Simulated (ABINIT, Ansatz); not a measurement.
# CdBr2 (P6_3mc): G0W0 on several meshes in ABINIT

Aim: the GW shift of CdBr2 (P6_3mc) against the k mesh.

Method: LDA and many-body steps on it, plane waves, in ABINIT 10.8.3.

The database entry behind the starting cell has ideal inner coordinates that were not refined, so it need not match the best structure at ambient conditions.

### Step 1. The structure

The structure is hexagonal, space group P6_3mc (No. 186). Conventional cell: a = 3.985 Å, b = 3.985 Å, c = 12.561 Å, α = 90.00°, β = 90.00°, γ = 120.00°. Cd has 6 Br at 2.79 Å nearest. Br has 3 Cd at 2.79 Å nearest. Nearest to Br lie 3 Cd at 2.79 Å. Farther neighbours and most contacts between anions are not listed.

The cell and positions come from the Crystallography Open Database and are kept as given unless a step says otherwise.

### Step 2. Empty states on the mesh, 3×3×1 mesh, 477 bands

This step: ABINIT 10.8.3; DFT, LDA, plane waves, norm-conserving pseudopotentials.

The sums over transitions need many empty states on a uniform mesh; this step solves for them.

run.abi

```
acell 3*1.0 Angstrom
rprim 
  3.985000000011 -0.000000000003 0.000000000000
  -1.992500000003 3.451111234092 0.000000000000
  0.000000000000 0.000000000000 12.561000000000
ntypat 2
znucl 48 35
natom 6
typat 1 1 2 2 2 2
xred 
  0.333333333333 0.666666666667 0.375000000000
  0.666666666667 0.333333333333 0.875000000000
  0.333333333333 0.666666666667 0.000000000000
  0.666666666667 0.333333333333 0.500000000000
  0.000000000000 0.000000000000 0.250000000000
  0.000000000000 0.000000000000 0.750000000000
pp_dirpath "pseudos"
pseudos "Cd.upf, Br.upf"
ecut 47
ngkpt 3 3 1
nshiftk 1
shiftk 0 0 0
kptopt 1
chksymbreak 0
iscf -2
irdden 1
istwfk *1
nband 477
nbdbuf 42
tolwfr 1e-09
nstep 60
prtvol 0
indata_prefix "in"
outdata_prefix "out"
tmpdata_prefix "tmp"
```

Run with:

```console
OMP_NUM_THREADS=1 mpirun -n 3 abinit run.abi > log
```

Numbers of over 12 decimals in the logs are rounded to 6 here.

What it wrote:

```text
.Version 10.8.3 of ABINIT. v10.8.2 released Aug 2026.

 Symmetries : space group P6_3 m c (#186); Bravais hP (primitive hexag.)
[... echo of the input left out ...]
== DATASET  1 ==================================================================
-   mpi_nproc: 3, omp_nthreads: 1 (-1 if OMP is not activated)

--- !DatasetInfo
iteration_state: {dtset: 1, }
dimensions: {natom: 6, nkpt: 3, mband: 477, nsppol: 1, nspinor: 1, nspden: 1, mpw: 18043, }
cutoff_energies: {ecut:  47.0, pawecutdg:  -1.0, }
[...]
3.72699    3.72782    3.72782    3.72877    3.74312    3.76372    3.76372    3.76690
   3.76926    3.79569    3.79572    3.80152    3.80166    3.80828    3.80839    3.85013
   3.85442    3.85546    3.85706    3.86139    3.86236
 prteigrs : prtvol=0 or 1, do not print more k-points.

== END DATASET(S) ==============================================================
================================================================================

 -outvars: echo values of variables after computation  --------
            nband         477
             nkpt           3
          spgroup         186
 [... the other variables as echoed above ...]

 Calculation completed.
```

It took 22 min on 3 MPI ranks of Intel Xeon Platinum 8559C (Emerald Rapids), shared host; peak memory 0.85 GiB; 65 min of CPU time.

This step gave:

```
gap                                                           : 2.527 eV
k of the valence top                                          : 0, 0, 0
k of the conduction bottom                                    : 0, 0, 0
least direct gap                                              : 2.527 eV
k points computed                                             : 3
lowest point of the top converged band, above the valence top : 96.0176 eV
```

On this mesh the gap is 2.527 eV.

The density comes from a self-consistent run that is not shown.

### Step 3. Screening, 3×3×1 mesh, 197 bands, screening to 141.5 eV

The RPA dielectric matrix is built and inverted for each q.

This step: RPA screening on LDA, plane waves, norm-conserving pseudopotentials.

Edit run.abi of step 2 so:

```diff
@@ -24,10 +24,11 @@
 chksymbreak 0
-iscf -2
-irdden 1
 istwfk *1
-nband 477
-nbdbuf 42
-tolwfr 1e-09
-nstep 60
-prtvol 0
+occopt 1
+irdwfk 1
+optdriver 3
+nband 197
+ecuteps 5.2
+inclvkb 2
+awtr 1
+symchi 1
 indata_prefix "in"
```

Run with:

```console
OMP_NUM_THREADS=1 mpirun -n 4 abinit run.abi > log
```

What it wrote:

```text
.Version 10.8.3 of ABINIT. v10.8.2 released Aug 2026.

 Symmetries : space group P6_3 m c (#186); Bravais hP (primitive hexag.)
[... echo of the input left out ...]
== DATASET  1 ==================================================================
-   mpi_nproc: 4, omp_nthreads: 1 (-1 if OMP is not activated)

--- !DatasetInfo
iteration_state: {dtset: 1, }
dimensions: {natom: 6, nkpt: 3, mband: 197, nsppol: 1, nspinor: 1, nspden: 1, mpw: 18043, }
cutoff_energies: {ecut:  47.0, pawecutdg:  -1.0, }
electrons: {nelect:   6.80000000E+01, charge:   0.00000000E+00, occopt:   1.00000000E+00, tsmear:   1.00000000E-02, }

 SCREENING: Calculation of the susceptibility and dielectric matrices

 Based on a program developped by R.W. Godby, V. Olevano, G. Onida, and L. Reining.
 Incorporated in ABINIT by V. Olevano, G.-M. Rignanese, and M. Torrent.
.Using double precision arithmetic ; gwpc =  8

[... cell and pseudopotentials left out ...]
--------------------------------------------------------------------------------

 ==== K-mesh for the wavefunctions ====
 Number of points in the irreducible wedge :     3
[... list of points left out ...]
 Together with 12 symmetry operations and time-reversal symmetry
 yields     9 points in the full Brillouin Zone.

 ==== Q-mesh for the screening function ====
 Number of points in the irreducible wedge :     3
[... list of points left out ...]
 Together with 12 symmetry operations and time-reversal symmetry
 yields     9 points in the full Brillouin Zone.

 setmesh: FFT mesh size selected  =    27x   27x  100
          total number of points  =        72900

 vcoul_init : cutoff-mode = AUXILIARY_FUNCTION
 q-points for optical limit:   1
     1)      0.000010    0.000020    0.000030

- screening: taking advantage of time-reversal symmetry
- Maximum band index for partially occupied states nbvw = 34
- Remaining bands to be divided among processors   nbcw = 163
- Number of bands treated by each node ~40

 Number of electrons calculated from density =   68.0000; Expected =   68.0000
 average of density, n =  0.058331
 r_s =    1.5996
 omega_plasma =   23.2973 [eV]

 calculating chi0 at frequencies [eV] :
  1    0.000000E+00    0.000000E+00
  2    0.000000E+00    2.329732E+01

--------------------------------------------------------------------------------
  q-point number  1        q = ( 0.000000, 0.000000, 0.000000) [r.l.u.]
--------------------------------------------------------------------------------
[... chi0 elements left out ...]
 For q-point:  0.000010 0.000020 0.000030
  dielectric constant =   5.3720
  dielectric constant without local fields =   6.1075

  Average fulfillment of the sum rule on Im[epsilon] for q-point    1 :     65.73  [%]
[... wings left out ...]
  q-point number  2        q = ( 0.333333, 0.000000, 0.000000) [r.l.u.]
--------------------------------------------------------------------------------
[... chi0 elements left out ...]
  Average fulfillment of the sum rule on Im[epsilon] for q-point    2 :     64.35  [%]

 [... 1 further q-points ...]
```

Run time: 2.2 min. Hardware: 4 MPI ranks; peak memory 2.1 GiB.

This step gave:

```yaml
eps_infinity_with_local_fields_on_this_mesh_along_the_program_s_q_direction: 5.372
the_same_without_local_fields: 6.107
plasma_frequency: 23.30 eV
plane_waves_in_the_screening_matrix: 649
```

Local fields lower ε∞ by 12 %. On a Γ-centred mesh this coarse the value itself is usually too large, while a short band sum pulls it down.

### Step 4. 3×3×1

The self-energy is evaluated for the states that the input lists, and the levels follow from it, in one-shot runs by the linearised quasiparticle equation.

This step: G0W0 on LDA, plane waves, norm-conserving pseudopotentials.

Edit run.abi of step 3 so:

```diff
@@ -27,8 +27,15 @@
 irdwfk 1
-optdriver 3
+optdriver 4
 nband 197
+gwcalctyp 0
+ecutsigx 47
+symsigma 1
+nkptgw 1
+kptgw 
+  0.0000000000 0.0000000000 0.0000000000
+bdgw 
+  33 36
 ecuteps 5.2
-inclvkb 2
-awtr 1
-symchi 1
+irdscr 1
+ppmodel 1
 indata_prefix "in"
```

What it wrote:

```text
.Version 10.8.3 of ABINIT. v10.8.2 released Aug 2026.

 Symmetries : space group P6_3 m c (#186); Bravais hP (primitive hexag.)
[... echo of the input left out ...]
== DATASET  1 ==================================================================
-   mpi_nproc: 4, omp_nthreads: 1 (-1 if OMP is not activated)

--- !DatasetInfo
iteration_state: {dtset: 1, }
dimensions: {natom: 6, nkpt: 3, mband: 197, nsppol: 1, nspinor: 1, nspden: 1, mpw: 18043, }
cutoff_energies: {ecut:  47.0, pawecutdg:  -1.0, }
electrons: {nelect:   6.80000000E+01, charge:   0.00000000E+00, occopt:   1.00000000E+00, tsmear:   1.00000000E-02, }

 SIGMA: Calculation of the GW corrections

 Based on a program developped by R.W. Godby, V. Olevano, G. Onida, and L. Reining.
 Incorporated in ABINIT by V. Olevano, G.-M. Rignanese, and M. Torrent.
.Using double precision arithmetic ; gwpc =  8

[... cell and pseudopotentials left out ...]
--------------------------------------------------------------------------------

 ==== K-mesh for the wavefunctions ====
 Number of points in the irreducible wedge :     3
[... list of points left out ...]
 Together with 12 symmetry operations and time-reversal symmetry
 yields     9 points in the full Brillouin Zone.

 ==== Q-mesh for screening function ====
 Number of points in the irreducible wedge :     3
[... list of points left out ...]
 Together with 12 symmetry operations and time-reversal symmetry
 yields     9 points in the full Brillouin Zone.

 vcoul_init : cutoff-mode = AUXILIARY_FUNCTION
 q-points for optical limit:   1
     1)      0.000010    0.000020    0.000030
 setmesh: FFT mesh size selected  =    45x   45x  150
          total number of points  =       303750

 Number of electrons calculated from density =   68.0000; Expected =   68.0000
 average of density, n =  0.058331
 r_s =    1.5996
 omega_plasma =   23.2973 [eV]

 === KS Band Gaps ===
  >>>> For spin  1
   Minimum direct gap =   2.5271 [eV], located at k-point      :   0.0000  0.0000  0.0000
   Fundamental gap    =   2.5271 [eV], Top of valence bands at :   0.0000  0.0000  0.0000
                                       Bottom of conduction at :   0.0000  0.0000  0.0000
 SIGMA fundamental parameters:
 PLASMON POLE MODEL  1
 number of plane-waves for SigmaX                18043
 number of plane-waves for SigmaC and W            649
 number of plane-waves for wavefunctions         18043
 number of bands                                   197
 number of independent spin polarizations            1
 number of spinorial components                      1
 number of k-points in IBZ                           3
 number of q-points in IBZ                           3
 number of symmetry operations                      12
 number of k-points in BZ                            9
 number of q-points in BZ                            9
 number of frequencies for dSigma/dE                 9
 frequency step for dSigma/dE [eV]                0.25
 number of omega for Sigma on real axis              0
 max omega for Sigma on real axis  [eV]           0.00
 zcut for avoiding poles [eV]                     0.10

 EPSILON^-1 parameters (SCR file):
 dimension of the eps^-1 matrix on file            649
 dimension of the eps^-1 matrix used               649
 number of plane-waves for wavefunctions         18043
 number of bands                                   197
 number of q-points in IBZ                           3
 number of frequencies                               2
 number of real frequencies                          1
 number of imag frequencies                          1

 matrix elements of self-energy operator (all in [eV])

 Perturbative Calculation

--- !SelfEnergy_ee
iteration_state: {dtset: 1, }
kpoint     : [   0.000,    0.000,    0.000, ]
spin       : 1
KS_gap     :    2.527
QP_gap     :    4.286
Delta_QP_KS:    1.759
data: !SigmaeeData |
     Band     E0 <VxcDFT>   SigX SigC(E0)      Z dSigC/dE  Sig(E)    E-E0       E
       33   1.953 -14.386 -18.109   2.750   0.794  -0.260 -15.158  -0.773   1.180
       34   1.953 -14.386 -18.109   2.750   0.794  -0.260 -15.158  -0.773   1.180
       35   4.480 -11.189  -6.791  -3.199   0.823  -0.215 -10.202   0.987   5.466
       36   5.830 -12.769  -8.237  -3.176   0.813  -0.230 -11.666   1.103   6.933

== END DATASET(S) ==============================================================
================================================================================

 -outvars: echo values of variables after computation  --------
           etotal      0.0000000000E+00
            nband         197
             nkpt           3
          spgroup         186
 [... the other variables as echoed above ...]

 Calculation completed.
```

The job ended after 16 s (4 MPI ranks; peak memory 1.7 GiB; 63 s of CPU time).

This step gave:

| Item | Value |
| --- | --- |
| G0W0 gap on the points computed | 4.286 eV |
| starting gap on the mesh | 2.527 eV |
| k of the valence top | 0, 0, 0 |
| k of the conduction bottom | 0, 0, 0 |
| Z at the valence top | 0.794 |
| Z at the conduction bottom | 0.823 |
| least direct G0W0 gap on the computed points | 4.286 eV |

The gap on the mesh goes from 2.53 eV to 4.29 eV, a correction of +1.76 eV.

### Step 5. Empty states on the mesh, 6×6×2 mesh, 215 bands

This step: DFT, LDA, plane waves, norm-conserving pseudopotentials.

Edit run.abi of step 4 so:

```diff
@@ -19,3 +19,3 @@
 ecut 47
-ngkpt 3 3 1
+ngkpt 6 6 2
 nshiftk 1
@@ -24,18 +24,10 @@
 chksymbreak 0
+iscf -2
+irdden 1
 istwfk *1
-occopt 1
-irdwfk 1
-optdriver 4
-nband 197
-gwcalctyp 0
-ecutsigx 47
-symsigma 1
-nkptgw 1
-kptgw 
-  0.0000000000 0.0000000000 0.0000000000
-bdgw 
-  33 36
-ecuteps 5.2
-irdscr 1
-ppmodel 1
+nband 215
+nbdbuf 18
+tolwfr 1e-09
+nstep 60
+prtvol 0
 indata_prefix "in"
```

What it wrote:

```text
.Version 10.8.3 of ABINIT. v10.8.2 released Aug 2026.

 Symmetries : space group P6_3 m c (#186); Bravais hP (primitive hexag.)
[... echo of the input left out ...]
== DATASET  1 ==================================================================
-   mpi_nproc: 4, omp_nthreads: 1 (-1 if OMP is not activated)

--- !DatasetInfo
iteration_state: {dtset: 1, }
dimensions: {natom: 6, nkpt: 14, mband: 215, nsppol: 1, nspinor: 1, nspden: 1, mpw: 18043, }
cutoff_energies: {ecut:  47.0, pawecutdg:  -1.0, }
[...]
1.90940    1.93499    1.94560    1.94679    1.94679    1.95739    1.95739    1.96430
   1.96833    1.98981    1.98981    1.99191    1.99191    2.00106    2.00106    2.00617
   2.01585    2.03399    2.03403    2.06168    2.06297    2.08665    2.09136
 prteigrs : prtvol=0 or 1, do not print more k-points.

== END DATASET(S) ==============================================================
================================================================================

 -outvars: echo values of variables after computation  --------
            nband         215
             nkpt          14
          spgroup         186
 [... the other variables as echoed above ...]

 Calculation completed.
```

Elapsed: 16 min, on 4 MPI ranks; peak memory 1.3 GiB.

This step gave:

* gap: 2.527 eV
* k of the valence top: 0, 0, 0
* k of the conduction bottom: 0, 0, 0
* least direct gap: 2.527 eV
* k points computed: 14
* lowest point of the top converged band, above the valence top: 51.0211 eV

On this mesh the gap is 2.527 eV.

(Part 1 of 2 ends here.)

[Paths, hosts, dates, memory and timing lines, banners, echoed tables and standing remarks are left out of the program output.]

[Logs are printed without paths, hosts, clocks, repeated set-up lines and the standing remarks that a program may print on its own settings, such as how far it seeks lower states.]

[Runs of the session that timed out or met a known fault of the program may be left out.]

[No measured gap is set beside runs whose start may be inverted or whose files or cutoffs have a known fault.]

[Hosts, paths, dates, database ids (printed as entryN), source tags and the programs' standing remarks are cut or masked in the printed files.]

[G0W0 gaps are taken among the corrected bands and points alone; a level outside them can change the order at an edge.]

[Where Ansatz stands beside ABINIT at settings called matched, ABINIT's density can come from a denser mesh and the files from another edition; pairs whose starting gaps differed by over 0.03 eV were left out, so agreement reads better than it is.]
